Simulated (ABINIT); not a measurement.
# Beyond one shot: SiO2 (Stishovite), part 2 of 3

Wanted: G0W0 and self-consistent gaps of SiO2 (Stishovite), with the cost of the cycles.

ABINIT 10.8.3; LDA and many-body steps on it, plane waves. Known limits of the many-body steps: not at the basis limit; coarse k mesh.

So far. Step 4 (G0W0): The gap on the mesh goes from 5.66 eV to 8.19 eV, a correction of +2.52 eV. Step 5 (evGW0, cycle 1): Against G0W0 in ABINIT (4×4×4 mesh, 156 bands, screening to 179.6 eV, Godby-Needs plasmon pole), the gap moves by +0.510 eV. This first cycle still uses the starting levels; it takes the full correction, at all points of the mesh, and its linearised value is 8.188 eV.

**6. evGW0, cycle 2**

Level of this step: evGW0 on LDA, plane waves, norm-conserving pseudopotentials (ABINIT).

The corrected levels of the last cycle go back in.

Contents of run.abi:

```
acell 3*1.0 Angstrom
rprim 
  4.177300000000 0.000000000000 0.000000000000
  0.000000000000 4.177300000000 0.000000000000
  0.000000000000 0.000000000000 2.665200000000
ntypat 2
znucl 14 8
natom 6
typat 1 1 2 2 2 2
xred 
  0.000000000000 0.000000000000 0.000000000000
  0.500000000000 0.500000000000 0.500000000000
  0.305900000000 0.305900000000 0.000000000000
  0.194100000000 0.805900000000 0.500000000000
  0.694100000000 0.694100000000 0.000000000000
  0.805900000000 0.194100000000 0.500000000000
pp_dirpath "pseudos"
pseudos "Si.upf, O.upf"
ecut 36
ngkpt 4 4 4
nshiftk 1
shiftk 0 0 0
kptopt 1
chksymbreak 0
istwfk *1
occopt 1
irdwfk 1
optdriver 4
nband 156
gwcalctyp 10
ecutsigx 36
symsigma 1
nkptgw 18
kptgw 
  0.0000000000 0.0000000000 0.0000000000
  0.2500000000 0.0000000000 0.0000000000
  0.5000000000 0.0000000000 0.0000000000
  0.2500000000 0.2500000000 0.0000000000
  0.5000000000 0.2500000000 0.0000000000
  0.5000000000 0.5000000000 0.0000000000
  0.0000000000 0.0000000000 0.2500000000
  0.2500000000 0.0000000000 0.2500000000
  0.5000000000 0.0000000000 0.2500000000
  0.2500000000 0.2500000000 0.2500000000
  0.5000000000 0.2500000000 0.2500000000
  0.5000000000 0.5000000000 0.2500000000
  0.0000000000 0.0000000000 0.5000000000
  0.2500000000 0.0000000000 0.5000000000
  0.5000000000 0.0000000000 0.5000000000
  0.2500000000 0.2500000000 0.5000000000
  0.5000000000 0.2500000000 0.5000000000
  0.5000000000 0.5000000000 0.5000000000
bdgw 
  5 22
  5 22
  5 22
  5 22
  5 22
  5 22
  5 22
  5 22
  5 22
  5 22
  5 22
  5 22
  5 22
  5 22
  5 22
  5 22
  5 22
  5 22
ecuteps 6.6
irdscr 1
ppmodel 1
irdqps 1
indata_prefix "in"
outdata_prefix "out"
tmpdata_prefix "tmp"
```

Launch:

```bash
OMP_NUM_THREADS=1 mpirun -n 4 abinit run.abi > log
```

What it wrote:

```text
.Version 10.8.3 of ABINIT. v10.8.2 released Aug 2026.

 Symmetries : space group P4_2/m n m (#136); Bravais tP (primitive tetrag.)
[... echo of the input left out ...]
== DATASET  1 ==================================================================
-   mpi_nproc: 4, omp_nthreads: 1 (-1 if OMP is not activated)

--- !DatasetInfo
iteration_state: {dtset: 1, }
dimensions: {natom: 6, nkpt: 18, mband: 156, nsppol: 1, nspinor: 1, nspden: 1, mpw: 3273, }
cutoff_energies: {ecut:  36.0, pawecutdg:  -1.0, }
[...]
.  kptgw no:  3; Maximum DeltaE = (   0.048  -0.000) for band index: 14
[...]
.  kptgw no: 17; Maximum DeltaE = (  -0.144  -0.000) for band index: 18
.  kptgw no: 18; Maximum DeltaE = (  -0.139  -0.000) for band index:  2

== END DATASET(S) ==============================================================
================================================================================

 -outvars: echo values of variables after computation  --------
           etotal      0.0000000000E+00
            nband         156
             nkpt          18
          spgroup         136
 [... the other variables as echoed above ...]

 Calculation completed.
```

It took 22 min on 4 MPI ranks of Arm Neoverse V1, shared host; peak memory 2.4 GiB.

This step gave:

```
quasiparticle gap on the mesh                         : 8.54 eV
gap of the density functional on the mesh             : 5.665 eV
k of the valence top                                  : 0, 0, 0
k of the conduction bottom                            : 0, 0, 0
least direct quasiparticle gap on the computed points : 8.54 eV
```

Against the cycle before, the gap moves by −0.158 eV.

**7. evGW0, cycle 3**

run.abi is that of step 6.

What it wrote:

```text
.Version 10.8.3 of ABINIT. v10.8.2 released Aug 2026.

 Symmetries : space group P4_2/m n m (#136); Bravais tP (primitive tetrag.)
[... echo of the input left out ...]
== DATASET  1 ==================================================================
-   mpi_nproc: 4, omp_nthreads: 1 (-1 if OMP is not activated)

--- !DatasetInfo
iteration_state: {dtset: 1, }
dimensions: {natom: 6, nkpt: 18, mband: 156, nsppol: 1, nspinor: 1, nspden: 1, mpw: 3273, }
cutoff_energies: {ecut:  36.0, pawecutdg:  -1.0, }
[...]
.  kptgw no:  3; Maximum DeltaE = (   0.133  -0.000) for band index:  1
[...]
.  kptgw no: 17; Maximum DeltaE = (   0.011  -0.000) for band index: 17
.  kptgw no: 18; Maximum DeltaE = (   0.010  -0.000) for band index:  1

== END DATASET(S) ==============================================================
================================================================================

 -outvars: echo values of variables after computation  --------
           etotal      0.0000000000E+00
            nband         156
             nkpt          18
          spgroup         136
 [... the other variables as echoed above ...]

 Calculation completed.
```

Elapsed: 22 min, on 4 MPI ranks; peak memory 2.4 GiB.

This step gave:

| Quantity | Value |
| --- | --- |
| quasiparticle gap on the mesh | 8.543 eV |
| gap of the density functional on the mesh | 5.665 eV |
| k of the valence top | 0, 0, 0 |
| k of the conduction bottom | 0, 0, 0 |
| least direct quasiparticle gap on the computed points | 8.543 eV |

Against the cycle before, the gap moves by +0.003 eV.

**8. Screening, 4×4×4 mesh, 156 bands, screening to 179.6 eV**

This step: RPA screening on LDA, plane waves, norm-conserving pseudopotentials.

Contents of run.abi:

```
acell 3*1.0 Angstrom
rprim 
  4.177300000000 0.000000000000 0.000000000000
  0.000000000000 4.177300000000 0.000000000000
  0.000000000000 0.000000000000 2.665200000000
ntypat 2
znucl 14 8
natom 6
typat 1 1 2 2 2 2
xred 
  0.000000000000 0.000000000000 0.000000000000
  0.500000000000 0.500000000000 0.500000000000
  0.305900000000 0.305900000000 0.000000000000
  0.194100000000 0.805900000000 0.500000000000
  0.694100000000 0.694100000000 0.000000000000
  0.805900000000 0.194100000000 0.500000000000
pp_dirpath "pseudos"
pseudos "Si.upf, O.upf"
ecut 36
ngkpt 4 4 4
nshiftk 1
shiftk 0 0 0
kptopt 1
chksymbreak 0
istwfk *1
occopt 1
irdwfk 1
optdriver 3
nband 156
ecuteps 6.6
inclvkb 2
awtr 1
symchi 1
gwcalctyp 10
mbpt_sciss 3.364 eV
nqptdm 1
qptdm 
  0 0 0
indata_prefix "in"
outdata_prefix "out"
tmpdata_prefix "tmp"
```

What it wrote:

```text
.Version 10.8.3 of ABINIT. v10.8.2 released Aug 2026.

 Symmetries : space group P4_2/m n m (#136); Bravais tP (primitive tetrag.)
[... echo of the input left out ...]
== DATASET  1 ==================================================================
-   mpi_nproc: 4, omp_nthreads: 1 (-1 if OMP is not activated)

--- !DatasetInfo
iteration_state: {dtset: 1, }
dimensions: {natom: 6, nkpt: 18, mband: 156, nsppol: 1, nspinor: 1, nspden: 1, mpw: 3273, }
cutoff_energies: {ecut:  36.0, pawecutdg:  -1.0, }
electrons: {nelect:   3.20000000E+01, charge:   0.00000000E+00, occopt:   1.00000000E+00, tsmear:   1.00000000E-02, }

 SCREENING: Calculation of the susceptibility and dielectric matrices

 Based on a program developped by R.W. Godby, V. Olevano, G. Onida, and L. Reining.
 Incorporated in ABINIT by V. Olevano, G.-M. Rignanese, and M. Torrent.
.Using double precision arithmetic ; gwpc =  8

[... cell and pseudopotentials left out ...]
--------------------------------------------------------------------------------

 ==== K-mesh for the wavefunctions ====
 Number of points in the irreducible wedge :    18
[... list of points left out ...]
 Together with 16 symmetry operations and time-reversal symmetry
 yields    64 points in the full Brillouin Zone.

 ==== Q-mesh for the screening function ====
 Number of points in the irreducible wedge :    18
[... list of points left out ...]
 Together with 16 symmetry operations and time-reversal symmetry
 yields    64 points in the full Brillouin Zone.

 setmesh: FFT mesh size selected  =    32x   32x   20
          total number of points  =        20480

 vcoul_init : cutoff-mode = AUXILIARY_FUNCTION
 q-points for optical limit:   1
     1)      0.000010    0.000020    0.000030

 Dielectric matrix will be calculated only for some
 selected q points provided by the user through the input variables
 nqptdm and qptdm

- screening: taking advantage of time-reversal symmetry
- Maximum band index for partially occupied states nbvw = 16
- Remaining bands to be divided among processors   nbcw = 140
- Number of bands treated by each node ~35

 rdqps: reading QP wavefunctions of the previous step
        looking for file in_QPS
 file not found, 1st iteration initialized with KS eigenelements

 screening : performing a first self-consistency
 update of the energies in W by a scissor operator
 applying a scissor operator of [eV] :   3.364

 Number of electrons calculated from density =   32.0000; Expected =   32.0000
 average of density, n =  0.101961
 r_s =    1.3279
 omega_plasma =   30.8015 [eV]

 calculating chi0 at frequencies [eV] :
  1    0.000000E+00    0.000000E+00
  2    0.000000E+00    3.080149E+01

--------------------------------------------------------------------------------
  q-point number  1        q = ( 0.000000, 0.000000, 0.000000) [r.l.u.]
--------------------------------------------------------------------------------
[... chi0 elements left out ...]
 For q-point:  0.000010 0.000020 0.000030
  dielectric constant =   2.9883
  dielectric constant without local fields =   3.1852

  Average fulfillment of the sum rule on Im[epsilon] for q-point    1 :     83.15  [%]
[... wings left out ...]
== END DATASET(S) ==============================================================
================================================================================

 -outvars: echo values of variables after computation  --------
           etotal      0.0000000000E+00
            nband         156
             nkpt          18
          spgroup         136
 [... the other variables as echoed above ...]

 Calculation completed.
```

It took 32 s on 4 MPI ranks; peak memory 1.6 GiB.

Numbers from this step:

- ε∞ with local fields, on this mesh, along the program's q direction: 2.988
- the same without local fields: 3.185
- plasma frequency: 30.80 eV
- plane waves in the screening matrix: 265

This screening uses the functional's bands under a rigid shift, the mean opening of the cycle before.

**9. Screening, 4×4×4 mesh, 156 bands, screening to 179.6 eV**

This step: RPA screening on LDA from quasiparticle energies, plane waves, norm-conserving pseudopotentials.

Changes to run.abi since step 8:

```diff
@@ -33,7 +33,23 @@
 symchi 1
+irdqps 1
 gwcalctyp 10
-mbpt_sciss 3.364 eV
-nqptdm 1
+nqptdm 17
 qptdm 
-  0 0 0
+  0.2500000000 0.0000000000 0.0000000000
+  0.5000000000 0.0000000000 0.0000000000
+  0.2500000000 0.2500000000 0.0000000000
+  0.5000000000 0.2500000000 0.0000000000
+  0.5000000000 0.5000000000 0.0000000000
+  0.0000000000 0.0000000000 0.2500000000
+  0.2500000000 0.0000000000 0.2500000000
+  0.5000000000 0.0000000000 0.2500000000
+  0.2500000000 0.2500000000 0.2500000000
+  0.5000000000 0.2500000000 0.2500000000
+  0.5000000000 0.5000000000 0.2500000000
+  0.0000000000 0.0000000000 0.5000000000
+  0.2500000000 0.0000000000 0.5000000000
+  0.5000000000 0.0000000000 0.5000000000
+  0.2500000000 0.2500000000 0.5000000000
+  0.5000000000 0.2500000000 0.5000000000
+  0.5000000000 0.5000000000 0.5000000000
 indata_prefix "in"
```

Contents of mrgscr.stdin:

```
2
merged
q0_SCR
out_SCR
1
```

Launch:

```bash
OMP_NUM_THREADS=1 mpirun -n 4 abinit run.abi > log; mrgscr < mrgscr.stdin
```

What it wrote:

```text
.Version 10.8.3 of ABINIT. v10.8.2 released Aug 2026.

 Symmetries : space group P4_2/m n m (#136); Bravais tP (primitive tetrag.)
[... echo of the input left out ...]
== DATASET  1 ==================================================================
-   mpi_nproc: 4, omp_nthreads: 1 (-1 if OMP is not activated)

--- !DatasetInfo
iteration_state: {dtset: 1, }
dimensions: {natom: 6, nkpt: 18, mband: 156, nsppol: 1, nspinor: 1, nspden: 1, mpw: 3273, }
cutoff_energies: {ecut:  36.0, pawecutdg:  -1.0, }
[...]
q-point number  1        q = ( 0.250000, 0.000000, 0.000000) [r.l.u.]
--------------------------------------------------------------------------------
[... chi0 elements left out ...]
  Average fulfillment of the sum rule on Im[epsilon] for q-point    2 :     93.77  [%]

--------------------------------------------------------------------------------
  q-point number  2        q = ( 0.500000, 0.000000, 0.000000) [r.l.u.]
--------------------------------------------------------------------------------
[... chi0 elements left out ...]
  Average fulfillment of the sum rule on Im[epsilon] for q-point    3 :     88.54  [%]

 [... 15 further q-points ...]
```

Elapsed: 2.3 min, on 4 MPI ranks; peak memory 1.6 GiB; 9 min of CPU time.

Numbers from this step:

| Quantity | Value |
| --- | --- |
| plasma frequency | 30.80 eV |
| plane waves in the screening matrix | 265 |

This screening reads the quasiparticle levels of the cycle before.

**10. evGW, cycle 1**

This step: evGW on LDA, plane waves, norm-conserving pseudopotentials.

Changes to run.abi since step 9:

```diff
@@ -27,12 +27,10 @@
 irdwfk 1
-optdriver 3
+optdriver 4
 nband 156
-ecuteps 6.6
-inclvkb 2
-awtr 1
-symchi 1
-irdqps 1
 gwcalctyp 10
-nqptdm 17
-qptdm 
+ecutsigx 36
+symsigma 1
+nkptgw 18
+kptgw 
+  0.0000000000 0.0000000000 0.0000000000
   0.2500000000 0.0000000000 0.0000000000
@@ -54,2 +52,25 @@
   0.5000000000 0.5000000000 0.5000000000
+bdgw 
+  5 22
+  5 22
+  5 22
+  5 22
+  5 22
+  5 22
+  5 22
+  5 22
+  5 22
+  5 22
+  5 22
+  5 22
+  5 22
+  5 22
+  5 22
+  5 22
+  5 22
+  5 22
+ecuteps 6.6
+irdscr 1
+ppmodel 1
+irdqps 1
 indata_prefix "in"
```

Launch:

```bash
OMP_NUM_THREADS=1 mpirun -n 4 abinit run.abi > log
```

What it wrote:

```text
.Version 10.8.3 of ABINIT. v10.8.2 released Aug 2026.

 Symmetries : space group P4_2/m n m (#136); Bravais tP (primitive tetrag.)
[... echo of the input left out ...]
== DATASET  1 ==================================================================
-   mpi_nproc: 4, omp_nthreads: 1 (-1 if OMP is not activated)

--- !DatasetInfo
iteration_state: {dtset: 1, }
dimensions: {natom: 6, nkpt: 18, mband: 156, nsppol: 1, nspinor: 1, nspden: 1, mpw: 3273, }
cutoff_energies: {ecut:  36.0, pawecutdg:  -1.0, }
[...]
.  kptgw no:  3; Maximum DeltaE = (   0.225   0.000) for band index:  1
[...]
.  kptgw no: 17; Maximum DeltaE = (   0.233   0.000) for band index:  1
.  kptgw no: 18; Maximum DeltaE = (   0.211   0.000) for band index:  1

== END DATASET(S) ==============================================================
================================================================================

 -outvars: echo values of variables after computation  --------
           etotal      0.0000000000E+00
            nband         156
             nkpt          18
          spgroup         136
 [... the other variables as echoed above ...]

 Calculation completed.
```

Run time: 22 min. Hardware: 4 MPI ranks; peak memory 2.4 GiB.

Numbers from this step:

```
quasiparticle gap on the mesh                         : 9.033 eV
gap of the density functional on the mesh             : 5.665 eV
k of the valence top                                  : 0, 0, 0
k of the conduction bottom                            : 0, 0, 0
least direct quasiparticle gap on the computed points : 9.033 eV
```

Against G0W0 in ABINIT (4×4×4 mesh, 156 bands, screening to 179.6 eV, Godby-Needs plasmon pole), the gap moves by +0.845 eV.

**11. Screening, 4×4×4 mesh, 156 bands, screening to 179.6 eV**

This step: RPA screening on LDA, plane waves, norm-conserving pseudopotentials.

Contents of run.abi:

```
acell 3*1.0 Angstrom
rprim 
  4.177300000000 0.000000000000 0.000000000000
  0.000000000000 4.177300000000 0.000000000000
  0.000000000000 0.000000000000 2.665200000000
ntypat 2
znucl 14 8
natom 6
typat 1 1 2 2 2 2
xred 
  0.000000000000 0.000000000000 0.000000000000
  0.500000000000 0.500000000000 0.500000000000
  0.305900000000 0.305900000000 0.000000000000
  0.194100000000 0.805900000000 0.500000000000
  0.694100000000 0.694100000000 0.000000000000
  0.805900000000 0.194100000000 0.500000000000
pp_dirpath "pseudos"
pseudos "Si.upf, O.upf"
ecut 36
ngkpt 4 4 4
nshiftk 1
shiftk 0 0 0
kptopt 1
chksymbreak 0
istwfk *1
occopt 1
irdwfk 1
optdriver 3
nband 156
ecuteps 6.6
inclvkb 2
awtr 1
symchi 1
gwcalctyp 10
mbpt_sciss 3.885 eV
nqptdm 1
qptdm 
  0 0 0
indata_prefix "in"
outdata_prefix "out"
tmpdata_prefix "tmp"
```

What it wrote:

```text
.Version 10.8.3 of ABINIT. v10.8.2 released Aug 2026.

 Symmetries : space group P4_2/m n m (#136); Bravais tP (primitive tetrag.)
[... echo of the input left out ...]
== DATASET  1 ==================================================================
-   mpi_nproc: 4, omp_nthreads: 1 (-1 if OMP is not activated)

--- !DatasetInfo
iteration_state: {dtset: 1, }
dimensions: {natom: 6, nkpt: 18, mband: 156, nsppol: 1, nspinor: 1, nspden: 1, mpw: 3273, }
cutoff_energies: {ecut:  36.0, pawecutdg:  -1.0, }
[...]
[... chi0 elements left out ...]
 For q-point:  0.000010 0.000020 0.000030
  dielectric constant =   2.9344
  dielectric constant without local fields =   3.1229

  Average fulfillment of the sum rule on Im[epsilon] for q-point    1 :     84.16  [%]
[... wings left out ...]
== END DATASET(S) ==============================================================
================================================================================

 -outvars: echo values of variables after computation  --------
           etotal      0.0000000000E+00
            nband         156
             nkpt          18
          spgroup         136
 [... the other variables as echoed above ...]

 Calculation completed.
```

Elapsed: 32 s, on 4 MPI ranks; peak memory 1.6 GiB.

This step gave:

```yaml
eps_infinity_with_local_fields_on_this_mesh_along_the_program_s_q_direction: 2.934
the_same_without_local_fields: 3.123
plasma_frequency: 30.80 eV
plane_waves_in_the_screening_matrix: 265
```

This screening uses the functional's bands under a rigid shift, the mean opening of the cycle before.

**12. Screening, 4×4×4 mesh, 156 bands, screening to 179.6 eV**

This step: RPA screening on LDA from quasiparticle energies, plane waves, norm-conserving pseudopotentials.

Changes to run.abi since step 11:

```diff
@@ -33,7 +33,23 @@
 symchi 1
+irdqps 1
 gwcalctyp 10
-mbpt_sciss 3.885 eV
-nqptdm 1
+nqptdm 17
 qptdm 
-  0 0 0
+  0.2500000000 0.0000000000 0.0000000000
+  0.5000000000 0.0000000000 0.0000000000
+  0.2500000000 0.2500000000 0.0000000000
+  0.5000000000 0.2500000000 0.0000000000
+  0.5000000000 0.5000000000 0.0000000000
+  0.0000000000 0.0000000000 0.2500000000
+  0.2500000000 0.0000000000 0.2500000000
+  0.5000000000 0.0000000000 0.2500000000
+  0.2500000000 0.2500000000 0.2500000000
+  0.5000000000 0.2500000000 0.2500000000
+  0.5000000000 0.5000000000 0.2500000000
+  0.0000000000 0.0000000000 0.5000000000
+  0.2500000000 0.0000000000 0.5000000000
+  0.5000000000 0.0000000000 0.5000000000
+  0.2500000000 0.2500000000 0.5000000000
+  0.5000000000 0.2500000000 0.5000000000
+  0.5000000000 0.5000000000 0.5000000000
 indata_prefix "in"
```

mrgscr.stdin is that of step 9.

Launch:

```bash
OMP_NUM_THREADS=1 mpirun -n 4 abinit run.abi > log; mrgscr < mrgscr.stdin
```

What it wrote:

```text
.Version 10.8.3 of ABINIT. v10.8.2 released Aug 2026.

 Symmetries : space group P4_2/m n m (#136); Bravais tP (primitive tetrag.)
[... echo of the input left out ...]
== DATASET  1 ==================================================================
-   mpi_nproc: 4, omp_nthreads: 1 (-1 if OMP is not activated)

--- !DatasetInfo
iteration_state: {dtset: 1, }
dimensions: {natom: 6, nkpt: 18, mband: 156, nsppol: 1, nspinor: 1, nspden: 1, mpw: 3273, }
cutoff_energies: {ecut:  36.0, pawecutdg:  -1.0, }
[...]
q-point number  1        q = ( 0.250000, 0.000000, 0.000000) [r.l.u.]
--------------------------------------------------------------------------------
[... chi0 elements left out ...]
  Average fulfillment of the sum rule on Im[epsilon] for q-point    2 :     95.07  [%]

--------------------------------------------------------------------------------
  q-point number  2        q = ( 0.500000, 0.000000, 0.000000) [r.l.u.]
--------------------------------------------------------------------------------
[... chi0 elements left out ...]
  Average fulfillment of the sum rule on Im[epsilon] for q-point    3 :     89.53  [%]

 [... 15 further q-points ...]
```

Run time: 2.2 min. Hardware: 4 MPI ranks; peak memory 1.6 GiB; 8.8 min of CPU time.

Numbers from this step:

```
plasma frequency                    : 30.80 eV
plane waves in the screening matrix : 265
```

This screening reads the quasiparticle levels of the cycle before.

(Part 2 of 3 ends here.)

[Paths, hosts, dates, memory and timing lines, banners, echoed tables and standing remarks are left out of the program output.]

[Logs are printed without paths, hosts, clocks, repeated set-up lines and the standing remarks that a program may print on its own settings, such as how far it seeks lower states.]

[Runs of the session that timed out or met a known fault of the program may be left out.]

[Hosts, paths, dates, database ids (printed as entryN), source tags and the programs' standing remarks are cut or masked in the printed files.]

[G0W0 gaps are taken among the corrected bands and points alone; a level outside them can change the order at an edge.]

[Where Ansatz stands beside ABINIT at settings called matched, ABINIT's density can come from a denser mesh and the files from another edition; pairs whose starting gaps differed by over 0.03 eV were left out, so agreement reads better than it is.]
